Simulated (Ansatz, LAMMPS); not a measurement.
# Relaxing glassy 53SiO2-26Al2O3-11ZnO-11CaO (mol %) (63 atoms)

Wanted: the relaxed structure of glassy 53SiO2-26Al2O3-11ZnO-11CaO (mol %) (63 atoms) and its electronic structure.

Program: Ansatz 0.2.0. Level of theory: Kohn-Sham DFT, PBE, PAW (set soft_2), plane waves. Results are calculated unless marked as measured.

This is a report of a sequence of runs, with most program output left out.

## (1) Set-up

The cell holds 63 atoms: 10 Si, 10 Al, 2 Zn, 2 Ca and 39 O. Its edges and angles: a = 9.134 Å, b = 9.134 Å, c = 9.134 Å, α = 90.0°, β = 90.0°, γ = 90.0°. 63 atoms (10 Si, 10 Al, 2 Zn, 2 Ca, 39 O) placed at random at 2.76 g/cm³, melted at 4000 K for 10 ps at fixed volume with the Morse and Coulomb pair potential with partial charges (Pedone, Malavasi, Menziani, Cormack and Segre, J. Phys. Chem. B 110, 11780 (2006)). Quenched from 4000 K to 300 K at 6 K/ps and fixed volume, held 10 ps at zero pressure.

Before any run, some limits are plain. The quench rate of 6 K/ps is orders of magnitude faster than experiment, which tends to freeze in extra defects. The starting topology of bonds comes from the classical model. Sampling is at Γ alone, for a cell whose shortest periodic width is 9 Å.

## (2) Making the structure

A classical potential supplies the starting structure, since it reaches far longer times than DFT.

This step: classical MD, Morse and Coulomb pair potential with partial charges (Pedone, Malavasi, Menziani, Cormack and Segre, J. Phys. Chem. B 110, 11780 (2006)) (LAMMPS 22 Jul 2025 - Update 4).

File in.lmp:

```
# melt-quench of Si10Al10Zn2Ca2O39
units metal
atom_style charge
boundary p p p
region box block 0 9.4114 0 9.4114 0 9.4114
create_box 5 box
mass 1 28.0850   # Si
mass 2 26.9815   # Al
mass 3 65.3800   # Zn
mass 4 40.0780   # Ca
mass 5 15.9990   # O
create_atoms 1 random 10 138068 NULL overlap 1.5 maxtry 2000
create_atoms 2 random 10 138075 NULL overlap 1.5 maxtry 2000
create_atoms 3 random 2 138082 NULL overlap 1.5 maxtry 2000
create_atoms 4 random 2 138089 NULL overlap 1.5 maxtry 2000
create_atoms 5 random 39 138096 NULL overlap 1.5 maxtry 2000
pair_style hybrid/overlay pedone 5.5 coul/long 8.0
pair_coeff * * coul/long
pair_coeff 1 5 pedone 0.340554 2.006700 2.100000 1   # Si-O
pair_coeff 2 5 pedone 0.361581 1.900442 2.164818 0.9   # Al-O
pair_coeff 3 5 pedone 0.001221 3.150679 2.851850 1   # Zn-O
pair_coeff 4 5 pedone 0.030211 2.241334 2.923245 5   # Ca-O
pair_coeff 5 5 pedone 0.042395 1.379316 3.618701 22   # O-O
set type 1 charge 2.4
set type 2 charge 1.8
set type 3 charge 1.2
set type 4 charge 1.2
set type 5 charge -1.2
kspace_style pppm 1.0e-4
neigh_modify delay 0 every 1 check yes
thermo_style custom step time temp pe press density
thermo_modify norm yes
timestep 0.002
thermo 100
# [... 15 lines left out ...]
fix md all nvt temp 4000 300 0.2
run 308333 post no
unfix md
thermo 1666
fix md all npt temp 300 300 0.2 iso 0 0 2
run 5000 post no
unfix md
write_dump all custom glass.dump id type xs ys zs modify sort id
```

On the command line:

```console
$ lmp -in in.lmp -log none -nocite
```

It took 95 s on 1 thread of Arm Neoverse V1, shared host; peak memory 0.069 GiB.

## (3) Single point at the start

The forces at the start show how far the geometry lies from a minimum of this functional.

File input.yaml:

```yaml
crystal:
  lattice:
    - [9.13371, 0.0, 0.0]
    - [0.0, 9.13371, 0.0]
    - [0.0, 0.0, 9.13371]
  atoms:
    - { symbol: Si, position: [0.67014, 0.45883, 0.40587] }
    - { symbol: Si, position: [0.57973, 0.9802, 0.09172] }
    - { symbol: Si, position: [0.14476, 0.26856, 0.26453] }
    - { symbol: Si, position: [0.6041, 0.99756, 0.55457] }
    - { symbol: Si, position: [0.81755, 0.19444, 0.96019] }
    - { symbol: Si, position: [0.69375, 0.72215, 0.72438] }
    - { symbol: Si, position: [0.33529, 0.75351, 0.03053] }
    - { symbol: Si, position: [0.4899, 0.46279, 0.98855] }
[... 51 atom lines left out ...]
    - { symbol: O, position: [0.52718, 0.14507, 0.62005] }
    - { symbol: O, position: [0.7111, 0.38602, 0.56502] }
    - { symbol: O, position: [0.54177, 0.63614, 0.68942] }
    - { symbol: O, position: [0.39053, 0.60852, 0.95231] }
kpoints:
  mp_grid: { grid: [1, 1, 1] }
hamiltonian:
  xc: pbe
scf:
  occupations: { method: fixed }
output:
  forces: true
  stress: true
  populations: intrinsic
  dos:
    method: { smearing: { sigma: 0.1 } }
    de: 0.1
    projected: { site_lists: { Al: [Al], Ca: [Ca], O: [O], Si: [Si], Zn: [Zn] } }
  eigenvalues: true
```

On the command line:

```console
$ ansatz run input.yaml --threads 4 --pin off --max-ram 8192MiB --backend cpu --events-out ev --progress --plain --runs-dir out
```

Elapsed: 7 s, on 4 threads of Arm Neoverse V1, shared host; peak memory 0.92 GiB; 26 s of CPU time.

Numbers from this run:

```yaml
free_energy: -44202.3359 eV
free_energy_per_atom: -701.6244 eV/atom
scf_cycles: 9
pressure: 8.42 GPa
r_m_s_force_component: 1.148 eV/Å
longest_force: 4.52 eV/Å
fermi_energy: 4.965 eV
spacing_of_highest_filled_and_lowest_empty_level: 3.093 eV
```

The r.m.s. force component of 1.1 eV/Å and the pressure of 8.4 GPa set the starting point.

Length of the force by element:

```
element  coordination  atoms  mean length of the force (eV/Å)  spread  least  most
     Al           all     10                             1.72    1.03  0.459  4.44
     Ca           all      2                            0.911   0.107  0.804  1.02
      O           all     39                             1.72   0.771  0.581  3.26
     Si           all     10                             2.28    1.20  0.735  4.52
     Zn           all      2                             1.05   0.373  0.675  1.42
```

## (4) Relaxation

The atoms are relaxed in the fixed cell, aiming at the force tolerance of the input.

input.yaml, the sections that differ from step 3:

```yaml
output:
  forces: true
relax:
  f_tol: 0.03
  max_steps: 200
# crystal, kpoints, hamiltonian, scf: as in step 3
```

It took 77 s on 4 threads; peak memory 0.86 GiB; 4.8 min of CPU time.

The steps of the relaxation:

```csv
step,energy less that of the first step (eV),largest force component (eV/Å)
1,0.0000,4.3703
2,-2.0664,2.7491
3,-3.5567,0.8073
4,-3.7977,0.4971
5,-3.9222,0.5784
6,-4.0373,0.1734
7,-4.0576,0.1270
8,-4.0351,0.3843
9,-4.0821,0.0872
10,-4.0867,0.0926
11,-4.0912,0.1129
12,-4.1008,0.0773
13,-4.1177,0.1714
14,-4.1307,0.2932
15,-4.1440,0.1526
16,-4.1195,0.2336
17,-4.1563,0.1373
18,-4.1538,0.1357
19,-4.1605,0.1252
20,-4.1607,0.0787
21,-4.1620,0.0456
22,-4.1623,0.0245
```

Relaxation steps 8, 16, 18 were tried and not accepted.

The atoms that moved most (Å):

```csv
atom,dx,dy,dz,length
Ca24,0.421,0.224,0.590,0.759
O34,-0.508,-0.285,0.182,0.610
O55,-0.482,-0.185,-0.064,0.520
O51,0.210,-0.370,-0.026,0.426
O37,0.013,0.321,-0.249,0.406
O43,0.087,-0.031,-0.373,0.384
O25,0.306,0.226,-0.045,0.383
Al14,0.267,0.072,-0.265,0.383
```

The relaxation changed the energy by -66.1 meV/atom, and atoms moved by 0.25 Å r.m.s., 0.76 Å at most.

## (5) Structure statistics after relaxation

Density 3.02 g/cm³, 12.09 Å³ an atom.

Pair distribution functions g(r), in bins of 0.2 Å:

| r (Å) | total | O-O | O-Al | O-Si | O-Ca | O-Zn | Al-Al |
| --- | --- | --- | --- | --- | --- | --- | --- |
| 1.50 | 0.43 | 0.00 | 0.00 | 2.19 | 0.00 | 0.00 | 0.00 |
| 1.70 | 3.20 | 0.00 | 6.88 | 9.38 | 0.00 | 0.00 | 0.00 |
| 1.90 | 0.66 | 0.00 | 2.94 | 0.00 | 0.00 | 2.16 | 0.00 |
| 2.10 | 0.27 | 0.00 | 0.36 | 0.00 | 0.00 | 5.17 | 0.00 |
| 2.30 | 0.23 | 0.00 | 0.00 | 0.00 | 4.38 | 1.38 | 0.00 |
| 2.50 | 0.60 | 1.24 | 0.00 | 0.00 | 2.52 | 0.58 | 0.00 |
| 2.70 | 1.48 | 3.49 | 0.11 | 0.10 | 0.00 | 0.00 | 0.79 |
| 2.90 | 1.25 | 2.27 | 0.38 | 0.18 | 0.00 | 0.94 | 1.47 |
| 3.10 | 1.10 | 1.25 | 0.64 | 0.32 | 0.41 | 1.20 | 2.53 |
| 3.30 | 0.98 | 0.66 | 0.65 | 1.07 | 0.71 | 0.00 | 2.81 |
| 3.50 | 0.95 | 0.59 | 1.52 | 1.28 | 0.00 | 1.58 | 0.00 |
| 3.70 | 0.95 | 0.64 | 1.31 | 1.59 | 0.85 | 0.58 | 0.00 |
| 3.90 | 0.86 | 0.52 | 1.23 | 1.48 | 1.26 | 0.51 | 0.38 |
| 4.10 | 1.03 | 0.57 | 1.24 | 1.45 | 1.37 | 1.16 | 0.70 |
| 4.30 | 1.20 | 0.71 | 1.73 | 1.90 | 0.85 | 1.29 | 1.32 |
| 4.50 | 1.17 | 1.08 | 1.31 | 1.13 | 1.73 | 1.35 | 1.19 |

## (6) Single point at the relaxed geometry

One more single point at the end of the walk gives the fuller output and checks the residual forces.

File input.yaml:

```yaml
crystal:
  lattice:
    - [9.13371, 0.0, 0.0]
    - [0.0, 9.13371, 0.0]
    - [0.0, 0.0, 9.13371]
  atoms:
    - { symbol: Si, position: [0.67372, 0.43679, 0.39949] }
    - { symbol: Si, position: [0.5499, 0.96395, 0.09876] }
    - { symbol: Si, position: [0.14985, 0.2714, 0.26784] }
    - { symbol: Si, position: [0.61537, 0.99923, 0.55862] }
    - { symbol: Si, position: [0.8125, 0.17935, 0.98236] }
    - { symbol: Si, position: [0.69538, 0.72891, 0.72108] }
    - { symbol: Si, position: [0.31911, 0.74853, 0.02507] }
    - { symbol: Si, position: [0.47246, 0.45555, 0.98531] }
[... 51 atom lines left out ...]
    - { symbol: O, position: [0.52698, 0.14449, 0.61758] }
    - { symbol: O, position: [0.70351, 0.38666, 0.57139] }
    - { symbol: O, position: [0.55358, 0.62921, 0.7008] }
    - { symbol: O, position: [0.3596, 0.59277, 0.94564] }
kpoints:
  mp_grid: { grid: [1, 1, 1] }
hamiltonian:
  xc: pbe
scf:
  occupations: { method: fixed }
output:
  forces: true
  stress: true
  populations: intrinsic
  dos:
    method: { smearing: { sigma: 0.15 } }
    de: 0.1
    projected: { site_lists: { Al: [Al], Ca: [Ca], O: [O], Si: [Si], Zn: [Zn] } }
  eigenvalues: true
  write_density: true
  write_potential: true
  volumetric_format: npy
  elf: true
```

Elapsed: 7.5 s, on 4 threads; peak memory 0.93 GiB; 28 s of CPU time.

Numbers from this run:

- free energy: -44206.4982 eV
- free energy per atom: -701.6904 eV/atom
- SCF cycles: 9
- pressure: 3.651 GPa
- r.m.s. force component: 0.00571 eV/Å
- longest force: 0.02769 eV/Å
- Fermi energy: 4.698 eV
- gap (highest filled to lowest empty level): 3.341 eV

Intrinsic-atomic-orbital charges by element:

```csv
element,coordination,atoms,mean charge (e),spread,least,most
Al,all,10,1.33,0.0478,1.20,1.38
Ca,all,2,1.80,9.0e-4,1.80,1.80
O,all,39,-0.944,0.0884,-1.32,-0.849
Si,all,10,1.70,0.0219,1.66,1.72
Zn,all,2,1.49,0.0041,1.48,1.49
```

States in the cell by windows of 1 eV, zero at the Fermi level; the larger projections on atomic orbitals stand beside the total:

```csv
from (eV),to (eV),total,O p,Zn d
-14,-10,0.0,0.0,0.0
-10,-9,1.6,1.0,0.0
-9,-8,6.4,4.3,0.1
-8,-7,7.9,5.4,0.2
-7,-6,19.0,13.0,1.5
-6,-5,36.6,19.6,11.4
-5,-4,32.1,22.7,3.9
-4,-3,36.9,30.8,1.2
-3,-2,40.9,36.9,0.7
-2,-1,45.9,42.9,0.6
-1,0,25.4,24.1,0.3
0,1,1.6,1.5,0.0
1,3,0.0,0.0,0.0
3,4,2.0,0.1,0.0
4,5,1.6,0.2,0.0
```

With fixed occupations the program's Fermi level is the highest filled level; weight inside the gap is the broadening of levels at its edges.

Between -26 and -14 eV lie 90 more states.

The levels nearest the highest filled one (over half full), pooled over k-points and spins:

| level less the highest filled one (eV) | occupation |
| --- | --- |
| -0.607 | 2 |
| -0.499 | 2 |
| -0.344 | 2 |
| -0.220 | 2 |
| -0.0796 | 2 |
| 0 | 2 |
| 3.34 | 0 |
| 4.91 | 0 |
| 5.44 | 0 |
| 5.62 | 0 |
| 5.80 | 0 |
| 5.85 | 0 |

Valence density in the ab plane at fractional z = 0.701, with atoms of Si and Al and Zn and O within 0.2 Å of it. It is the smooth field of the valence electrons, not physical close to the nuclei.

Ten steps, logarithmic in the rise over the least value, from '_' (0 e/Å³) to '@' (20 e/Å³), each cell a mean:
```
..........__________________..::==++==::::==####==::
::....______....____________..==**##**==::::----::::
::::..____..::::::..________..==**##**==........::::
--::......--==++++--..______..::==++==--..____..::--
::....__..--**##**==::________..::--::::....____..::
..______..--**##**==::____......::......::....____..
__________::==++==--......::------..__::::::....____
__________..::::::......--++**++==::..::::::....____
____________......____..--**####++::..........______
____________......____..--++****==::..______________
..........::----::........--==--::..________________
........::==++**==::..____......__________________..
::::::::--++####**--..__________________________..::
----::..--==****++::____________________________..::
::::::..::::--==::..____________........________....
..................________....____......__________..
____..............________..________......__________
__________..------..______....______........________
__________::==++==::..__..::::........::::....______
__________::--====::....::----::........::....______
__________..::::::..__..::----::..____..........____
__..............________..::::....______..::----::..
......::....______________........____..::==####==::
....::::....__________________..::::::..::++@@@@**::
```
Columns run along a (9.1 Å), rows up along b (9.1 Å). Atoms in or near the plane, at fractional coordinates: Si at (0.70, 0.73), Al at (0.62, 0.29), Zn at (0.87, 0.01), O at (0.29, 0.78), O at (0.66, 0.91), O at (0.26, 0.46), O at (0.55, 0.63).

ELF in the ab plane at fractional z = 0.701, with atoms of Si and Al and Zn and O within 0.2 Å of it. It is the smooth field of the valence electrons, not physical close to the nuclei.

Ten even steps from '0' (0.00) to '9' (0.85), each cell a mean:
```
11331000000000379995110011
32100013320001698588311123
76300278863001588588411257
87412799996100369997200268
86315985797200136863210147
43115986896112333211442013
00004799984147886213675200
00001467730389899514775300
00000112100598469723554200
01111233200499889621222000
12224689951269997300000000
33227989983014542000000012
76328965983000000011000135
87417988972001101343100257
65313689841023211453100146
22221233210123200231000012
01221012200011000001110000
01220157740011100014442000
00110389961135751035653100
00000379951278984124552100
01110035520489974112221110
13431000000478752000111111
14653110000244311110110011
13664211000011124642100001
```
Columns run along a (9.1 Å), rows up along b (9.1 Å). Atoms in or near the plane, at fractional coordinates: Si at (0.70, 0.73), Al at (0.62, 0.29), Zn at (0.87, 0.01), O at (0.29, 0.78), O at (0.66, 0.91), O at (0.26, 0.46), O at (0.55, 0.63).

Mean intrinsic-atomic-orbital charges: Al +1.33, Ca +1.80, O -0.94, Si +1.70, Zn +1.49 e.

Local excerpt of 15 atoms (numbers count through the whole input) about Zn22, one of the 2 Zn atoms; x, y, z are measured from there.

| atom | x | y | z | distance (Å) | intrinsic-atomic-orbital charge (e) |
| --- | --- | --- | --- | --- | --- |
| Zn22 | 0.00 | 0.00 | 0.00 | 0.00 | 1.48 |
| O46 | 1.05 | -1.43 | 0.64 | 1.88 | -1.04 |
| O48 | -0.86 | 1.77 | 0.78 | 2.11 | -0.97 |
| O38 | -0.82 | 0.38 | -1.92 | 2.12 | -1.14 |
| O42 | -1.95 | -0.95 | -0.08 | 2.17 | -0.93 |
| O50 | 2.06 | 0.22 | -1.18 | 2.39 | -1.32 |
| O39 | 0.79 | 0.59 | 2.36 | 2.56 | -0.90 |
| Al20 | 2.63 | -0.87 | 0.14 | 2.77 | 1.20 |
| Si4 | -2.37 | -0.12 | -1.46 | 2.79 | 1.67 |
| Si5 | -0.57 | 1.53 | 2.41 | 2.91 | 1.70 |
| Zn21 | 0.17 | 2.20 | -1.94 | 2.94 | 1.49 |
| Si6 | -1.64 | -2.59 | 0.02 | 3.06 | 1.71 |
| O37 | -0.53 | -2.89 | -1.13 | 3.14 | -0.92 |
| O25 | -0.99 | -2.60 | 1.55 | 3.18 | -0.88 |
| Ca24 | 1.07 | -0.63 | -2.96 | 3.21 | 1.80 |

## (7) Outcome

```
energy change in the relaxation                  : -66.07 meV/atom
r.m.s. displacement                              : 0.251 Å
largest displacement                             : 0.759 Å
free energy per atom                             : -701.6904 eV/atom
pressure                                         : 3.651 GPa
r.m.s. force component                           : 0.00571 eV/Å
gap (highest filled to lowest empty level) : 3.341 eV
wall time of the 3 DFT runs                      : 92 s
```

In words: Relaxation lowers the energy by 66.1 meV/atom and moves atoms by 0.25 Å r.m.s.; the r.m.s. force component goes from 1.1 to 0.0057 eV/Å, the pressure goes from 8.4 to 3.7 GPa, and the gap from 3.09 to 3.34 eV. From the first step to the last the energy fell by 4.162 eV, and the largest move was 0.76 Å (Ca24). The highest filled and lowest empty levels differ by 3.34 eV (at Γ alone); a semilocal functional tends to put such gaps too low. In a disordered cell it changes from sample to sample, and tail or defect levels can set it.

**Limits.** The starting topology of bonds comes from the classical model; in DFT atoms moved by 0.25 Å r.m.s. The pressure of 3.7 GPa says that the cell would expand at this level of theory.

[Logs are printed without paths, hosts, clocks, repeated set-up lines and the standing remarks that a program may print on its own settings, such as how far it seeks lower states.]

[Hosts, paths, dates, database ids (printed as entryN), source tags and the programs' standing remarks are cut or masked in the printed files.]
